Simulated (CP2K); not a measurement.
Two runs for the C K edge of ethane. Run A: CP2K XAS_TDP, all-electron GAPW, PBEh(45%), aug-cc-pVTZ, TDA, no relativity. Run B differs in one setting.

First lines with a strength over 0.0015. A:

```
                             atom  energy (eV)  states  strength, one atom
C1 (bonded to C and 3 H), 2 alike       283.19       1              0.0050
                                        284.03       2              0.0370
                                        285.09       2              0.0098
                                        286.02       1              0.0017
                                        286.08       2              0.0291
```

B:

```
                             atom  energy (eV)  states  strength, one atom
C1 (bonded to C and 3 H), 2 alike       288.37       1              0.0049
                                        289.21       2              0.0363
                                        290.27       2              0.0096
                                        291.20       1              0.0016
                                        291.25       2              0.0286
```

**Question.** Which was it: GW2X switched on, the basis, the functional, scalar relativity switched on?

GW2X switched on. GW2X shifts an atom's lines together and keeps their spacings. Against PBEh(45%) in aug-cc-pVTZ, the leading line moves by +5.18 eV, to 289.21 eV.

[Banner, clock and machine lines of the logs are left out without a mark of their own.]

[Logs are printed without paths, hosts, clocks, repeated set-up lines and the standing remarks that a program may print on its own settings, such as how far it seeks lower states.]

[Hosts, paths, dates, database ids (printed as entryN), source tags and the programs' standing remarks are cut or masked in the printed files.]
